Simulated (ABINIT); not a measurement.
**Beyond one shot: LiHS (Ama2)**

Wanted: G0W0 and self-consistent gaps of LiHS (Ama2), with the cost of the cycles.

Main program and level: ABINIT 10.8.3; PBEsol and many-body steps on it, plane waves.

Most raw output is cut from this account.

### 1. Set-up

The structure is orthorhombic, space group Ama2 (No. 40). Conventional cell: a = 6.157 Å, b = 5.618 Å, c = 5.515 Å, α = 90.00°, β = 90.00°, γ = 90.00°. Nearest to Li lie 4 S at 2.49 to 2.51 Å. Nearest to H lie 1 S at 1.35 Å. S has 1 H at 1.35 Å and 4 Li at 2.49 to 2.51 Å nearest. Farther neighbours and most contacts between anions are not listed.

The cell and positions come from the Crystallography Open Database and are kept as given unless a step says otherwise.

### 2. Empty states on the mesh, 2×2×2 mesh, 79 bands

This step: ABINIT 10.8.3; DFT, PBEsol, plane waves, norm-conserving pseudopotentials.

The sums over transitions need many empty states on a uniform mesh; this step solves for them.

Input file run.abi:

```
acell 3*1.0 Angstrom
rprim 
  6.156870000000 0.000000000000 0.000000000000
  0.000000000000 2.809205000000 2.757390000000
  0.000000000000 -2.809205000000 2.757390000000
ntypat 3
znucl 3 1 16
natom 6
typat 1 1 2 2 3 3
xred 
  0.500000000000 0.501660000000 0.501660000000
  0.000000000000 0.501660000000 0.501660000000
  0.250000000000 0.133090000000 0.983490000000
  0.750000000000 0.983490000000 0.133090000000
  0.750000000000 0.998760000000 0.475340000000
  0.250000000000 0.475340000000 0.998760000000
pp_dirpath "pseudos"
pseudos "Li.upf, H.upf, S.upf"
ecut 33
ngkpt 2 2 2
nshiftk 1
shiftk 0 0 0
kptopt 1
chksymbreak 0
iscf -2
irdden 1
istwfk *1
nband 79
nbdbuf 6
tolwfr 1e-09
nstep 60
prtvol 0
indata_prefix "in"
outdata_prefix "out"
tmpdata_prefix "tmp"
```

Launch:

```bash
$ OMP_NUM_THREADS=1 mpirun -n 8 abinit run.abi > log
```

Run time: 14 s. Hardware: 8 MPI ranks of Arm Neoverse V1, shared host; peak memory 0.57 GiB; 1.8 min of CPU time.

Numbers from this step:

```yaml
gap: 3.330 eV
k_of_the_valence_top: 0, 0, 0
k_of_the_conduction_bottom: 0, 0, 0
least_direct_gap: 3.330 eV
k_points_computed: 6
lowest_point_of_the_top_converged_band_above_the_valence_top: 38.80 eV
```

On this mesh the gap is 3.330 eV.

The density comes from a self-consistent run that is not shown.

### 3. Screening, 2×2×2 mesh, 73 bands, screening to 106.1 eV

The RPA dielectric matrix is built and inverted for each q.

This step: RPA screening on PBEsol, plane waves, norm-conserving pseudopotentials.

run.abi, as its differences from that of step 2:

```diff
@@ -24,10 +24,11 @@
 chksymbreak 0
-iscf -2
-irdden 1
 istwfk *1
-nband 79
-nbdbuf 6
-tolwfr 1e-09
-nstep 60
-prtvol 0
+occopt 1
+irdwfk 1
+optdriver 3
+nband 73
+ecuteps 3.9
+inclvkb 2
+awtr 1
+symchi 1
 indata_prefix "in"
```

Run time: 6.1 s. Hardware: 8 MPI ranks; peak memory 1.2 GiB; 48 s of CPU time.

Numbers from this step:

| Quantity | Value |
| --- | --- |
| ε∞ with local fields, on this mesh, along the program's q direction | 3.728 |
| the same without local fields | 4.617 |
| plasma frequency | 17.00 eV |
| plane waves in the screening matrix | 239 |

Local fields lower ε∞ by 19 %. On a Γ-centred mesh this coarse the value itself is usually too large, while a short band sum pulls it down.

### 4. G0W0

The self-energy is evaluated for the states that the input lists, and the levels follow from it, in one-shot runs by the linearised quasiparticle equation.

This step: G0W0 on PBEsol, plane waves, norm-conserving pseudopotentials.

run.abi, as its differences from that of step 3:

```diff
@@ -27,8 +27,15 @@
 irdwfk 1
-optdriver 3
+optdriver 4
 nband 73
+gwcalctyp 0
+ecutsigx 33
+symsigma 1
+nkptgw 1
+kptgw 
+  0.0000000000 0.0000000000 0.0000000000
+bdgw 
+  9 12
 ecuteps 3.9
-inclvkb 2
-awtr 1
-symchi 1
+irdscr 1
+ppmodel 1
 indata_prefix "in"
```

Elapsed: 3.1 s, on 8 MPI ranks; peak memory 0.85 GiB.

This step gave:

```
G0W0 gap on the points computed              : 5.473 eV
starting gap on the mesh                     : 3.330 eV
k of the valence top                         : 0, 0, 0
k of the conduction bottom                   : 0, 0, 0
Z at the valence top                         : 0.797
Z at the conduction bottom                   : 0.827
least direct G0W0 gap on the computed points : 5.473 eV
```

The gap on the mesh goes from 3.33 eV to 5.47 eV, a correction of +2.14 eV.

### 5. evGW0, cycle 1

This step: evGW0 on PBEsol, plane waves, norm-conserving pseudopotentials.

run.abi, as its differences from that of step 4:

```diff
@@ -29,10 +29,20 @@
 nband 73
-gwcalctyp 0
+gwcalctyp 10
 ecutsigx 33
 symsigma 1
-nkptgw 1
+nkptgw 6
 kptgw 
   0.0000000000 0.0000000000 0.0000000000
+  0.5000000000 0.0000000000 0.0000000000
+  0.0000000000 0.5000000000 0.0000000000
+  0.5000000000 0.5000000000 0.0000000000
+  0.0000000000 0.5000000000 0.5000000000
+  0.5000000000 0.5000000000 0.5000000000
 bdgw 
-  9 12
+  1 14
+  1 14
+  1 14
+  1 14
+  1 14
+  1 14
 ecuteps 3.9
```

Run time: 21 s. Hardware: 8 MPI ranks; peak memory 2.1 GiB.

Numbers from this step:

```
quasiparticle gap on the mesh                         : 5.962 eV
gap of the density functional on the mesh             : 3.330 eV
k of the valence top                                  : 0, 0, 0
k of the conduction bottom                            : 0, 0, 0
Z at the valence top                                  : 0.797
Z at the conduction bottom                            : 0.827
least direct quasiparticle gap on the computed points : 5.962 eV
```

Against G0W0 in ABINIT (2×2×2 mesh, 73 bands, screening to 106.1 eV, Godby-Needs plasmon pole), the gap moves by +0.489 eV. This first cycle still uses the starting levels; it takes the full correction, at all points of the mesh, and its linearised value is 5.473 eV.

### 6. evGW0, cycle 2

The corrected levels of the last cycle go back in.

run.abi, as its differences from that of step 5:

```diff
@@ -50,2 +50,3 @@
 ppmodel 1
+irdqps 1
 indata_prefix "in"
```

It took 21 s on 8 MPI ranks; peak memory 2.1 GiB; 2.8 min of CPU time.

This step gave:

| Quantity | Value |
| --- | --- |
| quasiparticle gap on the mesh | 5.762 eV |
| gap of the density functional on the mesh | 3.330 eV |
| k of the valence top | 0, 0, 0 |
| k of the conduction bottom | 0, 0, 0 |
| least direct quasiparticle gap on the computed points | 5.762 eV |

Against the cycle before, the gap moves by −0.200 eV.

### 7. evGW0, cycle 3

run.abi is that of step 6.

It took 21 s on 8 MPI ranks; peak memory 2.1 GiB; 2.8 min of CPU time.

Numbers from this step:

| Property | Result |
| --- | --- |
| quasiparticle gap on the mesh | 5.777 eV |
| gap of the density functional on the mesh | 3.330 eV |
| k of the valence top | 0, 0, 0 |
| k of the conduction bottom | 0, 0, 0 |
| least direct quasiparticle gap on the computed points | 5.777 eV |

Against the cycle before, the gap moves by +0.015 eV.

### 8. evGW0, cycle 4

run.abi is that of step 7.

It took 21 s on 8 MPI ranks; peak memory 2.1 GiB.

Numbers from this step:

```
quasiparticle gap on the mesh                         : 5.776 eV
gap of the density functional on the mesh             : 3.330 eV
k of the valence top                                  : 0, 0, 0
k of the conduction bottom                            : 0, 0, 0
least direct quasiparticle gap on the computed points : 5.776 eV
```

Against the cycle before, the gap moves by −0.001 eV.

### 9. Screening, 2×2×2 mesh, 73 bands, screening to 106.1 eV

This step: RPA screening on PBEsol, plane waves, norm-conserving pseudopotentials.

run.abi, as its differences from that of step 8:

```diff
@@ -27,26 +27,13 @@
 irdwfk 1
-optdriver 4
+optdriver 3
 nband 73
+ecuteps 3.9
+inclvkb 2
+awtr 1
+symchi 1
 gwcalctyp 10
-ecutsigx 33
-symsigma 1
-nkptgw 6
-kptgw 
-  0.0000000000 0.0000000000 0.0000000000
-  0.5000000000 0.0000000000 0.0000000000
-  0.0000000000 0.5000000000 0.0000000000
-  0.5000000000 0.5000000000 0.0000000000
-  0.0000000000 0.5000000000 0.5000000000
-  0.5000000000 0.5000000000 0.5000000000
-bdgw 
-  1 14
-  1 14
-  1 14
-  1 14
-  1 14
-  1 14
-ecuteps 3.9
-irdscr 1
-ppmodel 1
-irdqps 1
+mbpt_sciss 2.595 eV
+nqptdm 1
+qptdm 
+  0 0 0
 indata_prefix "in"
```

The job ended after 4.3 s (8 MPI ranks; peak memory 1.1 GiB; 34 s of CPU time).

This step gave:

| Quantity | Value |
| --- | --- |
| ε∞ with local fields, on this mesh, along the program's q direction | 3.083 |
| the same without local fields | 3.653 |
| plasma frequency | 17.00 eV |
| plane waves in the screening matrix | 239 |

This screening uses the functional's bands under a rigid shift, the mean opening of the cycle before.

### 10. Screening, 2×2×2 mesh, 73 bands, screening to 106.1 eV

This step: RPA screening on PBEsol from quasiparticle energies, plane waves, norm-conserving pseudopotentials.

run.abi, as its differences from that of step 9:

```diff
@@ -33,7 +33,11 @@
 symchi 1
+irdqps 1
 gwcalctyp 10
-mbpt_sciss 2.595 eV
-nqptdm 1
+nqptdm 5
 qptdm 
-  0 0 0
+  0.5000000000 0.0000000000 0.0000000000
+  0.0000000000 0.5000000000 0.0000000000
+  0.5000000000 0.5000000000 0.0000000000
+  0.0000000000 0.5000000000 0.5000000000
+  0.5000000000 0.5000000000 0.5000000000
 indata_prefix "in"
```

Input file mrgscr.stdin:

```
2
merged
q0_SCR
out_SCR
1
```

Launch:

```bash
$ OMP_NUM_THREADS=1 mpirun -n 8 abinit run.abi > log; mrgscr < mrgscr.stdin
```

It took 4.2 s on 8 MPI ranks; peak memory 1.1 GiB; 33 s of CPU time.

Numbers from this step:

```
plasma frequency                    : 17.00 eV
plane waves in the screening matrix : 239
```

This screening reads the quasiparticle levels of the cycle before.

### 11. evGW, cycle 1

This step: evGW on PBEsol, plane waves, norm-conserving pseudopotentials.

run.abi, as its differences from that of step 10:

```diff
@@ -27,12 +27,10 @@
 irdwfk 1
-optdriver 3
+optdriver 4
 nband 73
-ecuteps 3.9
-inclvkb 2
-awtr 1
-symchi 1
-irdqps 1
 gwcalctyp 10
-nqptdm 5
-qptdm 
+ecutsigx 33
+symsigma 1
+nkptgw 6
+kptgw 
+  0.0000000000 0.0000000000 0.0000000000
   0.5000000000 0.0000000000 0.0000000000
@@ -42,2 +40,13 @@
   0.5000000000 0.5000000000 0.5000000000
+bdgw 
+  1 14
+  1 14
+  1 14
+  1 14
+  1 14
+  1 14
+ecuteps 3.9
+irdscr 1
+ppmodel 1
+irdqps 1
 indata_prefix "in"
```

Launch:

```bash
$ OMP_NUM_THREADS=1 mpirun -n 8 abinit run.abi > log
```

Wall time 21 s (8 MPI ranks); peak memory 2.1 GiB.

This step gave:

* quasiparticle gap on the mesh: 6.169 eV
* gap of the density functional on the mesh: 3.330 eV
* k of the valence top: 0, 0, 0
* k of the conduction bottom: 0, 0, 0
* least direct quasiparticle gap on the computed points: 6.169 eV

Against G0W0 in ABINIT (2×2×2 mesh, 73 bands, screening to 106.1 eV, Godby-Needs plasmon pole), the gap moves by +0.696 eV.

### 12. Screening, 2×2×2 mesh, 73 bands, screening to 106.1 eV

This step: RPA screening on PBEsol, plane waves, norm-conserving pseudopotentials.

run.abi, as its differences from that of step 11:

```diff
@@ -27,26 +27,13 @@
 irdwfk 1
-optdriver 4
+optdriver 3
 nband 73
+ecuteps 3.9
+inclvkb 2
+awtr 1
+symchi 1
 gwcalctyp 10
-ecutsigx 33
-symsigma 1
-nkptgw 6
-kptgw 
-  0.0000000000 0.0000000000 0.0000000000
-  0.5000000000 0.0000000000 0.0000000000
-  0.0000000000 0.5000000000 0.0000000000
-  0.5000000000 0.5000000000 0.0000000000
-  0.0000000000 0.5000000000 0.5000000000
-  0.5000000000 0.5000000000 0.5000000000
-bdgw 
-  1 14
-  1 14
-  1 14
-  1 14
-  1 14
-  1 14
-ecuteps 3.9
-irdscr 1
-ppmodel 1
-irdqps 1
+mbpt_sciss 3.016 eV
+nqptdm 1
+qptdm 
+  0 0 0
 indata_prefix "in"
```

The job ended after 4.8 s (8 MPI ranks; peak memory 1.1 GiB).

This step gave:

* ε∞ with local fields, on this mesh, along the program's q direction: 3.008
* the same without local fields: 3.545
* plasma frequency: 17.00 eV
* plane waves in the screening matrix: 239

This screening uses the functional's bands under a rigid shift, the mean opening of the cycle before.

### 13. Screening, 2×2×2 mesh, 73 bands, screening to 106.1 eV

This step: RPA screening on PBEsol from quasiparticle energies, plane waves, norm-conserving pseudopotentials.

run.abi, as its differences from that of step 12:

```diff
@@ -33,7 +33,11 @@
 symchi 1
+irdqps 1
 gwcalctyp 10
-mbpt_sciss 3.016 eV
-nqptdm 1
+nqptdm 5
 qptdm 
-  0 0 0
+  0.5000000000 0.0000000000 0.0000000000
+  0.0000000000 0.5000000000 0.0000000000
+  0.5000000000 0.5000000000 0.0000000000
+  0.0000000000 0.5000000000 0.5000000000
+  0.5000000000 0.5000000000 0.5000000000
 indata_prefix "in"
```

mrgscr.stdin is that of step 10.

Launch:

```bash
$ OMP_NUM_THREADS=1 mpirun -n 8 abinit run.abi > log; mrgscr < mrgscr.stdin
```

Run time: 4.6 s. Hardware: 8 MPI ranks; peak memory 1.1 GiB; 36 s of CPU time.

Numbers from this step:

* plasma frequency: 17.00 eV
* plane waves in the screening matrix: 239

This screening reads the quasiparticle levels of the cycle before.

### 14. evGW, cycle 2

This step: evGW on PBEsol, plane waves, norm-conserving pseudopotentials.

run.abi, as its differences from that of step 13:

```diff
@@ -27,12 +27,10 @@
 irdwfk 1
-optdriver 3
+optdriver 4
 nband 73
-ecuteps 3.9
-inclvkb 2
-awtr 1
-symchi 1
-irdqps 1
 gwcalctyp 10
-nqptdm 5
-qptdm 
+ecutsigx 33
+symsigma 1
+nkptgw 6
+kptgw 
+  0.0000000000 0.0000000000 0.0000000000
   0.5000000000 0.0000000000 0.0000000000
@@ -42,2 +40,13 @@
   0.5000000000 0.5000000000 0.5000000000
+bdgw 
+  1 14
+  1 14
+  1 14
+  1 14
+  1 14
+  1 14
+ecuteps 3.9
+irdscr 1
+ppmodel 1
+irdqps 1
 indata_prefix "in"
```

Launch:

```bash
$ OMP_NUM_THREADS=1 mpirun -n 8 abinit run.abi > log
```

Wall time 21 s (8 MPI ranks); peak memory 2.1 GiB; 2.8 min of CPU time.

Numbers from this step:

```yaml
quasiparticle_gap_on_the_mesh: 6.207 eV
gap_of_the_density_functional_on_the_mesh: 3.330 eV
k_of_the_valence_top: 0, 0, 0
k_of_the_conduction_bottom: 0, 0, 0
least_direct_quasiparticle_gap_on_the_computed_points: 6.207 eV
```

Against the cycle before, the gap moves by +0.038 eV.

### 15. Screening, 2×2×2 mesh, 73 bands, screening to 106.1 eV

This step: RPA screening on PBEsol, plane waves, norm-conserving pseudopotentials.

run.abi, as its differences from that of step 14:

```diff
@@ -27,26 +27,13 @@
 irdwfk 1
-optdriver 4
+optdriver 3
 nband 73
+ecuteps 3.9
+inclvkb 2
+awtr 1
+symchi 1
 gwcalctyp 10
-ecutsigx 33
-symsigma 1
-nkptgw 6
-kptgw 
-  0.0000000000 0.0000000000 0.0000000000
-  0.5000000000 0.0000000000 0.0000000000
-  0.0000000000 0.5000000000 0.0000000000
-  0.5000000000 0.5000000000 0.0000000000
-  0.0000000000 0.5000000000 0.5000000000
-  0.5000000000 0.5000000000 0.5000000000
-bdgw 
-  1 14
-  1 14
-  1 14
-  1 14
-  1 14
-  1 14
-ecuteps 3.9
-irdscr 1
-ppmodel 1
-irdqps 1
+mbpt_sciss 3.056 eV
+nqptdm 1
+qptdm 
+  0 0 0
 indata_prefix "in"
```

The job ended after 4.4 s (8 MPI ranks; peak memory 1.1 GiB).

This step gave:

```yaml
eps_infinity_with_local_fields_on_this_mesh_along_the_program_s_q_direction: 3.002
the_same_without_local_fields: 3.535
plasma_frequency: 17.00 eV
plane_waves_in_the_screening_matrix: 239
```

This screening uses the functional's bands under a rigid shift, the mean opening of the cycle before.

### 16. Screening, 2×2×2 mesh, 73 bands, screening to 106.1 eV

This step: RPA screening on PBEsol from quasiparticle energies, plane waves, norm-conserving pseudopotentials.

run.abi, as its differences from that of step 15:

```diff
@@ -33,7 +33,11 @@
 symchi 1
+irdqps 1
 gwcalctyp 10
-mbpt_sciss 3.056 eV
-nqptdm 1
+nqptdm 5
 qptdm 
-  0 0 0
+  0.5000000000 0.0000000000 0.0000000000
+  0.0000000000 0.5000000000 0.0000000000
+  0.5000000000 0.5000000000 0.0000000000
+  0.0000000000 0.5000000000 0.5000000000
+  0.5000000000 0.5000000000 0.5000000000
 indata_prefix "in"
```

mrgscr.stdin is that of step 13.

Launch:

```bash
$ OMP_NUM_THREADS=1 mpirun -n 8 abinit run.abi > log; mrgscr < mrgscr.stdin
```

The job ended after 4.3 s (8 MPI ranks; peak memory 1.1 GiB).

This step gave:

```
plasma frequency                    : 17.00 eV
plane waves in the screening matrix : 239
```

This screening reads the quasiparticle levels of the cycle before.

### 17. evGW, cycle 3

This step: evGW on PBEsol, plane waves, norm-conserving pseudopotentials.

run.abi, as its differences from that of step 16:

```diff
@@ -27,12 +27,10 @@
 irdwfk 1
-optdriver 3
+optdriver 4
 nband 73
-ecuteps 3.9
-inclvkb 2
-awtr 1
-symchi 1
-irdqps 1
 gwcalctyp 10
-nqptdm 5
-qptdm 
+ecutsigx 33
+symsigma 1
+nkptgw 6
+kptgw 
+  0.0000000000 0.0000000000 0.0000000000
   0.5000000000 0.0000000000 0.0000000000
@@ -42,2 +40,13 @@
   0.5000000000 0.5000000000 0.5000000000
+bdgw 
+  1 14
+  1 14
+  1 14
+  1 14
+  1 14
+  1 14
+ecuteps 3.9
+irdscr 1
+ppmodel 1
+irdqps 1
 indata_prefix "in"
```

Launch:

```bash
$ OMP_NUM_THREADS=1 mpirun -n 8 abinit run.abi > log
```

It took 21 s on 8 MPI ranks; peak memory 2.1 GiB; 2.8 min of CPU time.

This step gave:

```yaml
quasiparticle_gap_on_the_mesh: 6.21 eV
gap_of_the_density_functional_on_the_mesh: 3.330 eV
k_of_the_valence_top: 0, 0, 0
k_of_the_conduction_bottom: 0, 0, 0
least_direct_quasiparticle_gap_on_the_computed_points: 6.21 eV
```

Against the cycle before, the gap moves by +0.003 eV.

### 18. The runs together

Times are wall times on 8 MPI ranks of Arm Neoverse V1, shared host, good to a factor of about two. A run's time includes the screening step that it read.

```csv
run,mesh,bands,screening cutoff (eV),DFT gap (eV),gap on the mesh (eV),direct (eV),ε∞ used,time
G0W0,2×2×2,73,106.1,3.330,5.473,5.473,3.73,9.2 s
"evGW0, cycle 1",2×2×2,73,106.1,3.330,5.962,5.962,3.73,27 s
"evGW0, cycle 2",2×2×2,73,106.1,3.330,5.762,5.762,3.73,27 s
"evGW0, cycle 3",2×2×2,73,106.1,3.330,5.777,5.777,3.73,27 s
"evGW0, cycle 4",2×2×2,73,106.1,3.330,5.776,5.776,3.73,27 s
"evGW, cycle 1",2×2×2,73,106.1,3.330,6.169,6.169,3.08,30 s
"evGW, cycle 2",2×2×2,73,106.1,3.330,6.207,6.207,3.01,30 s
"evGW, cycle 3",2×2×2,73,106.1,3.330,6.210,6.210,3.00,30 s
```

### 19. What came out

| Quantity | Value |
| --- | --- |
| G0W0 | 5.473 eV |
| evGW0, cycle 1 | 5.962 eV |
| evGW0, cycle 2 | 5.762 eV |
| evGW0, cycle 3 | 5.777 eV |
| evGW0, cycle 4 | 5.776 eV |
| evGW, cycle 1 | 6.169 eV |
| evGW, cycle 2 | 6.207 eV |
| evGW, cycle 3 | 6.210 eV |
| known limits | not at the basis limit; coarse k mesh |

What this shows: Only the bands that the input lists are updated; the others, empty or deep, keep the functional's energies or take a rigid shift. The evGW loop starts from the last levels of evGW0, so its cycles and time come on top of those. evGW0 ends at 5.78 eV, +0.30 eV from G0W0, after 4 cycles that took 84 s beside the first screening; the last moved the gap by 0.001 eV. evGW ends at 6.21 eV, +0.74 eV from G0W0, after 3 cycles that took 90 s beside the first screening; the last moved the gap by 0.003 eV. The first cycle of evGW0 takes the full correction, without the factor Z, so it overshoots the one-shot value. Bands and cutoff are finite, so the gap is not at the basis limit. The miss can reach some tenths of an eV and take either sign; the mesh is an error of its own. The 2×2×2 mesh is coarse for this cell, which bears on the long-range parts of exchange and screening. In the updated screening the q = 0 part is built from Kohn-Sham bands under a rigid shift, the other q from the quasiparticle levels.

[Paths, hosts, dates, memory and timing lines, banners, echoed tables and standing remarks are left out of the program output.]

[Logs are printed without paths, hosts, clocks, repeated set-up lines and the standing remarks that a program may print on its own settings, such as how far it seeks lower states.]

[Runs of the session that timed out or met a known fault of the program may be left out.]

[Hosts, paths, dates, database ids (printed as entryN), source tags and the programs' standing remarks are cut or masked in the printed files.]

[G0W0 gaps are taken among the corrected bands and points alone; a level outside them can change the order at an edge.]

[Where Ansatz stands beside ABINIT at settings called matched, ABINIT's density can come from a denser mesh and the files from another edition; pairs whose starting gaps differed by over 0.03 eV were left out, so agreement reads better than it is.]
